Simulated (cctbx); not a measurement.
# Diagnosing a refinement

Cell a = 5.0780 Å, b = 6.6240 Å, c = 8.8280 Å, α = 89.16°, β = 88.07°, γ = 89.37°; space group P-1 (no. 2).

Simulated single-crystal data (cctbx): Ga Kα, λ = 1.3414 Å, to d = 0.83 Å, 70 % of the full sphere, strongest reflection 70000 counts, noise from counting, a 4 % proportional error and a noise floor of 15 counts (s.d.); no absorption.

An anisotropic refinement with weights 1/σ² prints:

```text
Rint 0.024, 987 unique reflections to 0.83 A
cycle     R1     wR2    GooF  max shift (A)
   1  0.0343  0.1096   2.721   0.01634
   2  0.0256  0.0806   2.002   0.00018
final R1 0.0256 wR2 0.0806 GooF 2.002  parameters 102  data/parameter 9.7
atom        x        y        z      Ueq    occ   su(xyz)  su(Uiso or U11)
Ag1    0.02560  0.72749  0.67815   0.0037  1.000  0.00008  0.0003
Ag2    0.47547  0.20991  0.83428   0.0029  1.000  0.00008  0.0003
V1     0.00000  0.00000  0.00000   0.0031  1.000  0.00000  0.0007
V2     0.50000  0.50000  0.50000   0.0043  1.000  0.00000  0.0007
O1     0.26141  0.82193  0.82520   0.0046  1.000  0.00085  0.0020
O2     0.24016  0.32577  0.68026   0.0133  1.000  0.00098  0.0023
O3     0.15845  0.69538  0.46167   0.0059  1.000  0.00089  0.0021
O4     0.34789  0.19785  0.04160   0.0101  1.000  0.00092  0.0023
B1     0.12674  0.81670  0.20376  -0.0121  1.000  0.00101  0.0024  NPD
O5     0.36820  0.32840  0.29958   0.0111  1.000  0.00090  0.0022
C1     0.02095  0.72975  0.32709   0.0144  1.000  0.00155  0.0035
C2     0.47936  0.22547  0.17176   0.0055  1.000  0.00134  0.0030
difference map: max 2.32 min -0.70 rms 0.25
Q1    0.1496  0.8050  0.2177    2    2.33  0.19 A from B1
Q2    0.0353  0.8007  0.3599    2    0.61  0.56 A from C1
Q3    0.2539  0.7980  0.9355    2    0.58  0.98 A from O1
Q4    0.3942  0.6937  0.1779    2    0.58  0.93 A from Ag2
Q5    0.3520  0.2892  0.2720    2    0.56  0.37 A from O5
Q6    0.0461  0.0546  0.1208    2    0.56  1.16 A from V1
```

Q: Accept it or mend it, and why?

Mend it. The fault: wrong element: B1 is O. Against the right model at the same level, R1 goes from 0.0151 to 0.0256 and GooF from 0.94 to 2.00, U of B1 shrinks from 0.0123 to -0.0121 Å², the top difference peak, 2.3 e/Å³, lies on B1 and B1 goes non-positive-definite. B1 has 3 electrons too few and its U shrinks to make up, as expected.

The compound is VAg2C2O6. The right model at the same level gives:

```text
Rint 0.024, 987 unique reflections to 0.83 A
cycle     R1     wR2    GooF  max shift (A)
   1  0.0193  0.0533   1.323   0.00517
   2  0.0151  0.0380   0.943   0.00002
final R1 0.0151 wR2 0.0380 GooF 0.943  parameters 102  data/parameter 9.7
atom        x        y        z      Ueq    occ   su(xyz)  su(Uiso or U11)
Ag1    0.02562  0.72749  0.67818   0.0039  1.000  0.00004  0.0001
Ag2    0.47546  0.20982  0.83428   0.0031  1.000  0.00004  0.0001
V1     0.00000  0.00000  0.00000   0.0033  1.000  0.00000  0.0003
V2     0.50000  0.50000  0.50000   0.0046  1.000  0.00000  0.0003
O1     0.26089  0.82301  0.82457   0.0056  1.000  0.00041  0.0010
O2     0.24058  0.32581  0.68036   0.0135  1.000  0.00046  0.0011
O3     0.15823  0.69553  0.46128   0.0058  1.000  0.00041  0.0010
O4     0.34756  0.19768  0.04248   0.0097  1.000  0.00044  0.0011
O5     0.12736  0.81702  0.20354   0.0123  1.000  0.00046  0.0012
O6     0.36752  0.32664  0.29874   0.0107  1.000  0.00042  0.0011
C1     0.02292  0.73054  0.32698   0.0139  1.000  0.00073  0.0017
C2     0.47760  0.22539  0.17124   0.0063  1.000  0.00064  0.0014
difference map: max 0.52 min -0.59 rms 0.15
Q1    0.4581  0.1263  0.7420    2    0.54  1.00 A from Ag2
Q2    0.4757  0.5352  0.2752    2    0.54  1.50 A from O6
Q3    0.4002  0.3014  0.6512    2    0.52  0.86 A from O2
Q4    0.0551  0.0984  0.6650    2    0.51  1.20 A from C1
Q5    0.1550  0.5423  0.2128    2    0.50  1.73 A from C1
Q6    0.1603  0.2312  0.1897    2    0.48  1.50 A from Ag1
```

This is a model crystal, built by substitution and not relaxed, with assumed displacement parameters.

[Middle refinement cycles are left out of these outputs.]

[Logs are printed without paths, hosts, clocks, repeated set-up lines and the standing remarks that a program may print on its own settings, such as how far it seeks lower states.]
